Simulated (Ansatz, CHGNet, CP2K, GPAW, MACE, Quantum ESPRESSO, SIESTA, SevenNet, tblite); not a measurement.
# Ge(100) slab, H on both faces (90 atoms) in other programs, against a plane-wave reference

How near do other programs and methods come to a plane-wave reference for Ge(100) slab, H on both faces (90 atoms)? A plane-wave run serves as the reference.

Program: Quantum ESPRESSO 7.5. Level of theory: Kohn-Sham DFT, PBE, SSSP efficiency 1.3.0 pseudopotentials, plane waves. Values are calculated unless marked as measured.

## (1) Set-up

The cell holds 90 atoms: 54 Ge and 36 H. Its edges and angles: a = 12.002 Å, b = 12.002 Å, c = 20.839 Å, α = 90.0°, β = 90.0°, γ = 90.0°. It derives from Ge (diamond-structure). Diamond-structure Ge (a = 5.658 Å), (100) slab of 6 atomic planes, 3 x 3 surface cells, H on the broken bonds of both faces, 12 Å of vacuum; displaced by a Gaussian of 0.02 Å. Then every atom was moved at random, 0.03 Å r.m.s. a Cartesian component (hydrogen 0.6 of that). Regions: slab, 54 atoms (54 Ge); hydrogen, 36 atoms (36 H). Vacuum lies along c.

## (2) Plane-wave reference

pw.in

```
&control
  calculation = 'scf'
  pseudo_dir = './pseudo'
  outdir = './tmp'
  disk_io = 'none'
  tprnfor = .true.
/
&system
  ibrav = 0
  nat = 90
  ntyp = 2
  ecutwfc = 45
  ecutrho = 360
  nosym = .true.
  occupations = 'smearing'
  smearing = 'fd'
  degauss = 0.003675
/
&electrons
  conv_thr = 4.5e-07
  electron_maxstep = 100
  mixing_beta = 0.4
  mixing_mode = 'local-TF'
  diagonalization = 'david'
/
ATOMIC_SPECIES
Ge 72.630 Ge.upf
H 1.008 H.upf
CELL_PARAMETERS angstrom
12.00243 0.00000 0.00000
0.00000 12.00243 0.00000
0.00000 0.00000 20.83919
ATOMIC_POSITIONS crystal
Ge 0.16654 0.17256 0.33057
Ge 0.00406 0.16934 0.39804
Ge 0.99998 0.33430 0.46741
Ge 0.17443 0.00123 0.53446
Ge 0.16792 0.16690 0.59933
Ge 0.00541 0.16972 0.67039
Ge 0.16973 0.49856 0.32976
Ge 0.99794 0.49734 0.39933
Ge 0.00415 0.66748 0.46786
Ge 0.16351 0.33773 0.53481
Ge 0.16815 0.49967 0.60103
Ge 0.00666 0.50048 0.66814
[... 74 atom lines left out ...]
H 0.83914 0.94041 0.28665
H 0.83682 0.73204 0.28903
H 0.66747 0.93835 0.71097
H 0.66846 0.72928 0.71114
K_POINTS gamma
```

The run is started by

```console
$ OMP_NUM_THREADS=1 mpirun -np 4 pw.x -in pw.in > output.txt
```

Standard output:

```text
Program PWSCF
     gamma-point specific algorithms are used
     one sub-group per band group will be used
     scalapack distributed-memory algorithm (size of sub-group:  2*  2 procs)
     Parallelization info
     sticks:   dense  smooth     PW     G-vecs:    dense   smooth      PW
     Min        3685    1846    464               584221   206602   25860
     Max        3688    1847    466               584228   206611   25865
     Sum       14745    7385   1861              2336893   826417  103449
     bravais-lattice index     =            0
     lattice parameter (alat)  =      22.6813  a.u.
     unit-cell volume          =   20258.8971 (a.u.)^3
     number of atoms/cell      =           90
     number of atomic types    =            2
     number of electrons       =       792.00
[... lines left out ...]
     scf convergence threshold =      4.5E-07
[... lines left out ...]
     number of k points=     1  Fermi-Dirac smearing, width (Ry)=  0.0037
[... lines left out ...]
     total energy              =  -11578.06711505 Ry
[... lines left out ...]
     total energy              =  -11577.56859734 Ry
[... lines left out ...]
     total energy              =  -11577.67356444 Ry
[... lines left out ...]
     c_bands:  1 eigenvalues not converged
[...]
total energy              =  -11577.66011340 Ry
[...]
iteration # 12     ecut=    45.00 Ry     beta= 0.40
     total energy              =  -11577.66011569 Ry
     estimated scf accuracy    <       0.00000144 Ry
     iteration # 13     ecut=    45.00 Ry     beta= 0.40
     End of self-consistent calculation
          k = 0.0000 0.0000 0.0000 ( 51725 PWs)   bands (ev):
   -23.5813 -23.5464 -23.5394 -23.5343 -23.5271 -23.5182 -23.5081 -23.5037
   -23.4960 -23.4935 -23.4808 -23.4763 -23.4720 -23.4716 -23.4675 -23.4635
   -23.4572 -23.4538 -23.4521 -23.4482 -23.4442 -23.4437 -23.4400 -23.4358
[...]
5.3253   5.5660   5.6129   5.6361   5.6765   5.7183   5.7193   5.8446
     5.8484   5.8688   5.9237   5.9819   5.9884   6.0287   6.0341   6.1122
     6.1548   6.1762   6.1926
     the Fermi energy is     1.4091 ev
!    total energy              =  -11577.66011567 Ry
     estimated scf accuracy    <       0.00000035 Ry
     smearing contrib. (-TS)   =      -0.00000138 Ry
     internal energy E=F+TS    =  -11577.66011429 Ry
     The total energy is F=E-TS. E is the sum of the following terms:
     one-electron contribution =  -40871.17122880 Ry
     hartree contribution      =   20952.21552867 Ry
     xc contribution           =   -3174.48173019 Ry
     ewald contribution        =   11515.77731603 Ry
     convergence has been achieved in  13 iterations
     Forces acting on atoms (cartesian axes, Ry/au):
     atom    1 type  1   force =    -0.00456538   -0.05874276    0.02225438
     atom    2 type  1   force =    -0.03373903   -0.01827301    0.00669401
     atom    3 type  1   force =    -0.00163161   -0.00607398   -0.01440953
[...]
atom   89 type  2   force =    -0.00023435   -0.02661945   -0.00842269
     atom   90 type  2   force =     0.00068370    0.00570063    0.00368279
     Total force =     0.362662     Total SCF correction =     0.004680
     Message from routine punch:
     Nothing written, as per user request (disk_io='none')
```

Elapsed: 5.9 min, on 4 MPI ranks of Arm Neoverse V2, shared host; peak memory 8 GiB.

Banners and routine set-up lines are dropped from the logs; longer cuts are marked.

Numbers from this run:

| Property | Result |
| --- | --- |
| r.m.s. force component | 0.5675 eV/Å |
| longest force | 3.336 eV/Å |
| gap (highest filled to lowest empty level) | 1.209 eV |

## (3) Local order

Normalised to the volume that the atoms fill. Pair distribution functions g(r), in bins of 0.1 Å:

```csv
r (Å),total,Ge-Ge,Ge-H,H-H
1.35,0.00,0.00,0.00,0.00
1.45,2.88,0.00,3.01,8.96
1.55,4.16,0.00,6.50,6.50
1.65,0.23,0.00,0.49,0.00
1.75,0.00,0.00,0.00,0.00
1.85,0.00,0.00,0.00,0.00
1.95,0.00,0.00,0.00,0.00
2.05,0.00,0.00,0.00,0.00
2.15,0.00,0.00,0.00,0.00
2.25,0.00,0.00,0.00,0.00
2.35,0.77,2.14,0.00,0.00
2.45,3.46,8.60,0.00,2.24
2.55,1.26,2.16,0.00,3.02
2.65,0.04,0.00,0.00,0.28
2.75,0.04,0.00,0.08,0.00
2.85,0.83,0.00,1.74,0.00
2.95,0.47,0.00,0.97,0.00
3.05,0.00,0.00,0.00,0.00
3.15,0.03,0.00,0.06,0.00
3.25,1.25,0.00,2.61,0.00
3.35,0.75,0.00,1.56,0.00
3.45,0.03,0.00,0.06,0.00
3.55,0.00,0.00,0.00,0.00
3.65,0.00,0.00,0.00,0.00
3.75,0.00,0.00,0.00,0.00
3.85,0.10,0.29,0.00,0.00
3.95,3.08,6.53,0.08,4.32
4.05,3.58,6.53,1.13,4.26
4.15,1.03,0.20,1.84,0.45
4.25,1.96,0.00,3.34,2.24
4.35,0.86,0.00,1.37,1.24
4.45,0.03,0.00,0.07,0.00
4.55,0.09,0.20,0.00,0.09
4.65,2.01,5.31,0.00,0.62
4.75,1.63,3.45,0.00,2.41
4.85,0.25,0.18,0.38,0.00
4.95,0.66,0.00,1.37,0.00
5.05,0.09,0.00,0.18,0.00
5.15,0.29,0.00,0.61,0.00
5.25,0.49,0.00,1.03,0.00
5.35,0.70,0.00,1.47,0.00
5.45,0.21,0.00,0.20,0.71
5.55,0.22,0.36,0.00,0.56
5.65,1.47,2.40,0.00,3.82
```

Bonds by pair of elements; cutoffs follow the first minimum of g(r), held within bounds set by covalent radii, and pairs that aren't listed don't count as bonded (cutoffs were set anew for this text, so counts can differ from the run's own analysis):

| pair A-B | cutoff (Å) | bonds | mean length (Å) | spread (Å) | shortest (Å) | B about A | A about B |
| --- | --- | --- | --- | --- | --- | --- | --- |
| Ge-Ge | 2.93 | 90 | 2.45 | 0.048 | 2.35 | 3.33 | 3.33 |
| Ge-H | 1.89 | 36 | 1.53 | 0.047 | 1.42 | 0.667 | 1 |

How many atoms have how many bonded neighbours:

| element | mean | 1 | 4 |
| --- | --- | --- | --- |
| Ge | 4 | 0 | 54 |
| H | 1 | 36 | 0 |

## (4) The other programs

The programs:
- CHGNet: machine-learned potential, published weights.
- CP2K 2026.2: Gaussian basis with GTH pseudopotentials and a plane-wave density; labels give functional, basis (MOLOPT sets; SR short-range, UZH the newer set with its own potentials), grid cutoff/relative cutoff and solver (OT: orbital transformation; TRS4, TC2, SIGN: linear-scaling purification with its sparsity filter), or its built-in tight binding.
- GPAW 26.7.0: PAW with atomic orbitals (LCAO), plane waves or a real-space grid of spacing h.
- MACE: machine-learned potential, published weights.
- SIESTA 5.4.2: numerical atomic orbitals, whose automatically made sets are far from complete, with PseudoDojo norm-conserving potentials that we converted to its format (checked against plane waves on the same files for H, C, O, Si, Ge and Ca alone); labels give functional, basis size, energy shift and mesh cutoff.
- SevenNet: machine-learned potential, published weights.
- tblite 0.8.0: extended tight binding, driven from Python.

All use the same cell and atoms; the electronic-structure runs use the same k-mesh, and an electronic temperature of 580 K (0.05 eV) where levels are smeared.

Differences are against the plane-wave reference, forces as r.m.s. over components; share is that over the reference's r.m.s. force, slope the least-squares factor from reference forces to these. Total energies of different programs have different zeros and aren't compared.

```
                                                                      run  Δ force, r.m.s. (meV/Å)  share (%)  slope  Δ gap (eV)  cores  CPU time  memory (GiB)
                                                                reference                        -          -      -           -      4    23 min           8.0
                                                   CHGNet 0.3.0 potential                      221       38.9  0.742           -      1     2.6 s          0.73
                                                   CP2K GFN1-xTB, OT DIIS                      407       71.7  0.841           -      1     5.9 s          0.61
                          CP2K PBE, DZVP-UZH, 315/50 Ry, OT DIIS (coarse)                     22.5       3.97  0.984      0.0193      2   9.8 min           1.6
                     CP2K PBE, SZV-MOLOPT-SR, 450/50 Ry, OT DIIS (coarse)                      363       64.1  1.173        1.17      1   3.9 min           2.4
CP2K PBE, SZV-MOLOPT-SR, 450/50 Ry, TRS4 filter 1e-04, SCF 1e-05 (coarse)                      401       70.6  1.163           -      1      37 s           2.4
CP2K PBE, SZV-MOLOPT-SR, 450/50 Ry, TRS4 filter 1e-05, SCF 1e-06 (coarse)                      378       66.6  1.169           -      1      50 s           2.4
CP2K PBE, SZV-MOLOPT-SR, 450/50 Ry, TRS4 filter 1e-07, SCF 1e-07 (coarse)                      360       63.4  1.175           -      1      69 s           2.4
                                  CP2K PBE, TZV2P-UZH, 450/50 Ry, OT DIIS                     20.5       3.61  0.976      0.0153      4   9.8 min           4.7
                                   CP2K PBE, TZVP-UZH, 450/50 Ry, OT DIIS                     23.3       4.11  0.980      0.0301      4   6.8 min           3.9
                  CP2K RPBE, PBE potentials, DZVP-UZH, 450/50 Ry, OT DIIS                     57.2       10.1  0.978      0.0629      4   8.9 min           3.8
                                             GPAW PBE, LCAO dzp, h 0.15 Å                      169       29.8  1.126       0.105      1   3.5 min           3.9
                                              GPAW PBE, LCAO dzp, h 0.2 Å                      168       29.6  1.122       0.105      1   1.7 min           1.7
                                 GPAW PBE, LCAO sz(dzp), h 0.2 Å (coarse)                      682        120  1.421       0.120      1      39 s           1.4
                                             MACE MP-0b3 medium potential                      134       23.6  0.824           -      1     6.5 s          0.87
                              SIESTA PBE, DZP, shift 0.01 Ry, mesh 300 Ry                     84.6       14.9  1.003       0.107      1   3.5 min           1.6
                      SIESTA PBE, SZ, shift 0.01 Ry, mesh 300 Ry (coarse)                      694        122  1.471       0.389      1      65 s          0.88
                              SIESTA PBE, TZP, shift 0.01 Ry, mesh 300 Ry                     75.1       13.2  1.020      0.0653      2   4.8 min           2.0
             SIESTA VV10, PBE potentials, DZP, shift 0.01 Ry, mesh 300 Ry                     96.1       16.9  0.991     -0.0572      2    12 min           3.2
                                                     SevenNet 0 potential                      277       48.8  0.843           -      1     5.8 s          0.81
                                                          tblite GFN1-xTB                      362       63.7  0.878           -      1     3.7 s          0.17
```

Rows marked coarse use a setting chosen to be so.

Times of the machine-learned potentials are mostly Python's start and the loading of weights.

CPU time is summed over cores on a shared host, where runs went side by side, so it is rough. Symmetry, cutoffs, thresholds, outputs and thread counts weren't matched or tuned between programs; memory under MPI is the largest rank's times the ranks.

Runs without a result: CP2K PBE, DZVP-UZH, 450/50 Ry, OT DIIS (not converged); CP2K PBE0 with truncated exchange and ADMM, PBE0 potentials, DZVP-UZH, 450/50 Ry, OT DIIS (cut off at its time limit of 15 min); CP2K PBE, DZVP-UZH, 450/30 Ry, OT DIIS (not converged, the SCF not settling); CP2K PBE, DZVP-UZH, 225/50 Ry, OT DIIS (cut off at its time limit of 9.2 min, the SCF not settling).

Mean charges by element (e), by run and scheme:

```csv
run,scheme,Ge,H
"CP2K GFN1-xTB, OT DIIS",Mulliken,-0.01,+0.01
"CP2K PBE, DZVP-UZH, 315/50 Ry, OT DIIS",Mulliken,+0.07,-0.10
"CP2K PBE, DZVP-UZH, 315/50 Ry, OT DIIS",Hirshfeld,+0.04,-0.06
"CP2K PBE, TZV2P-UZH, 450/50 Ry, OT DIIS",Mulliken,+0.03,-0.05
"CP2K PBE, TZV2P-UZH, 450/50 Ry, OT DIIS",Hirshfeld,+0.04,-0.06
"CP2K PBE, TZVP-UZH, 450/50 Ry, OT DIIS",Mulliken,+0.04,-0.06
"CP2K PBE, TZVP-UZH, 450/50 Ry, OT DIIS",Hirshfeld,+0.04,-0.06
"CP2K RPBE, PBE potentials, DZVP-UZH, 450/50 Ry, OT DIIS",Mulliken,+0.07,-0.11
"CP2K RPBE, PBE potentials, DZVP-UZH, 450/50 Ry, OT DIIS",Hirshfeld,+0.04,-0.06
"SIESTA PBE, DZP, shift 0.01 Ry, mesh 300 Ry",Hirshfeld,+0.04,-0.07
"SIESTA PBE, TZP, shift 0.01 Ry, mesh 300 Ry",Hirshfeld,+0.04,-0.07
"SIESTA VV10, PBE potentials, DZP, shift 0.01 Ry, mesh 300 Ry",Hirshfeld,+0.05,-0.07
tblite GFN1-xTB,Mulliken,+0.02,-0.04
```

Within one program, basis, potentials and functional, energies share a zero. Each run against its twin at the usual cutoff or grid and solver:

| run | twin | Δ energy (meV/atom) | Δ force, r.m.s. (meV/Å) | CPU time over the twin's |
| --- | --- | --- | --- | --- |
| CP2K PBE, SZV-MOLOPT-SR, 450/50 Ry, TRS4 filter 1e-04, SCF 1e-05 | SZV-MOLOPT-SR, 450/50 Ry, OT DIIS | 0.307 | 59.3 | 0.16 |
| CP2K PBE, SZV-MOLOPT-SR, 450/50 Ry, TRS4 filter 1e-05, SCF 1e-06 | SZV-MOLOPT-SR, 450/50 Ry, OT DIIS | 0.0149 | 24.5 | 0.21 |
| CP2K PBE, SZV-MOLOPT-SR, 450/50 Ry, TRS4 filter 1e-07, SCF 1e-07 | SZV-MOLOPT-SR, 450/50 Ry, OT DIIS | 0.0052 | 6.35 | 0.29 |
| GPAW PBE, LCAO dzp, h 0.15 Å | LCAO dzp, h 0.2 Å | -11.9 | 9.14 | 2.0 |

## (5) Outcome

```yaml
reference_r_m_s_force_component: 0.567 eV/Å
nearest_in_forces: CP2K PBE, TZV2P-UZH, 450/50 Ry, OT DIIS, 3.6 %
farthest_in_forces: SIESTA PBE, SZ, shift 0.01 Ry, mesh 300 Ry (coarse), 122 %
cheapest_electronic_structure_run_beside_the_reference: tblite GFN1-xTB, 3.7 s of CPU time
```

The PBE runs in local orbitals, coarse settings apart, differ by 3.6 % (CP2K PBE, TZV2P-UZH, 450/50 Ry, OT DIIS) to 30 % (GPAW PBE, LCAO dzp, h 0.15 Å); basis, grid and potentials can all enter. Tight binding differs by 64 % (tblite GFN1-xTB) to 72 % (CP2K GFN1-xTB, OT DIIS); it is another model, with fitted parameters of its own, and the xTB methods hold dispersion. Machine-learned potentials differ by 24 % (MACE MP-0b3 medium potential) to 49 % (SevenNet 0 potential); they were trained on other programs' data. Among those trained on PBE data the slope goes as low as 0.74, which softening far from their training structures can give, though the reference's k-sampling is untested too. Rows with another functional or a dispersion term differ by 10 % (CP2K RPBE, PBE potentials, DZVP-UZH, 450/50 Ry, OT DIIS) to 17 % (SIESTA VV10, PBE potentials, DZP, shift 0.01 Ry, mesh 300 Ry), which mixes the change of model with differences of basis and potentials, some of them made for another functional. CP2K PBE, DZVP-UZH, 315/50 Ry, OT DIIS needed 89 SCF steps, so its time overstates the method's usual cost. Runs with settings chosen to be coarse differ by 4.0 % (CP2K PBE, DZVP-UZH, 315/50 Ry, OT DIIS) to 122 % (SIESTA PBE, SZ, shift 0.01 Ry, mesh 300 Ry), their programs' other errors included. Of the electronic-structure runs that take under half the reference's CPU time, CP2K PBE, TZV2P-UZH, 450/50 Ry, OT DIIS comes nearest, at 3.6 % in 9.8 min against 23 min. GPAW PBE, LCAO dzp, h 0.15 Å stiffens the forces by a factor of 1.13 while following their directions (correlation 0.973); the difference isn't even, but is largest on one element. At the same functional, gaps differ from the reference's 1.21 eV by between +0.02 and +1.17 eV. A likely cause of the wide gaps: compact atomic orbitals describe empty levels worse than filled ones. These are spacings on the run's k-points, which needn't hold the band edges. Charges hang on model, scheme and program or settings: among these rows the mean for H runs from -0.11 to +0.01 e. With TRS4, tightening the sparsity filter from 1e-04 to 1e-07, and the SCF threshold with it, takes the force difference from the cubic solver from 59 to 6.4 meV/Å, and the CPU time from 0.16 to 0.29 times the cubic solver's. In the reference: filled and empty levels are parted by 1.21 eV on the run's k-points; the mesh holds the band edges only if they fold onto it, so the gap at this level can be narrower or closed, and states at the surface or the caps may set it. In the reference: first main peaks of g(r), for some of the pairs, lie near 2.45 Å (Ge-Ge), 1.52 Å (Ge-H) and 1.50 Å (H-H). Periodic xTB results under one method name differ between programs and library versions. The potentials hold different valence shells: 792 electrons in the reference, 252 in GPAW and 252 in CP2K with DZVP-UZH; this bears on time and differences. GPAW's setups keep the filled d shell of Ge in the core. Machine-learned potentials mimic data converged in k, so the reference's own k-point error enters their differences. The electronic-structure runs sample only Γ, in a cell whose shortest periodic width is 12 Å.

[Long decimals in the printed logs are rounded to 6 places.]

[Also dropped from logs without a mark: lines with file paths, logging warnings of Python, QE's lines on negative density and diagonalisation, SIESTA's first energy breakdown, zero terms and Voronoi charges.]

[Logs are printed without paths, hosts, clocks, repeated set-up lines and the standing remarks that a program may print on its own settings, such as how far it seeks lower states.]

[Hosts, paths, dates, database ids (printed as entryN), source tags and the programs' standing remarks are cut or masked in the printed files.]

[Not all failed runs are listed: runs killed by the host, ended in a Python traceback or in CONQUEST's support-function errors, and SIESTA runs with faulty potentials for Cu, Fe, Ni or Zn are left out.]
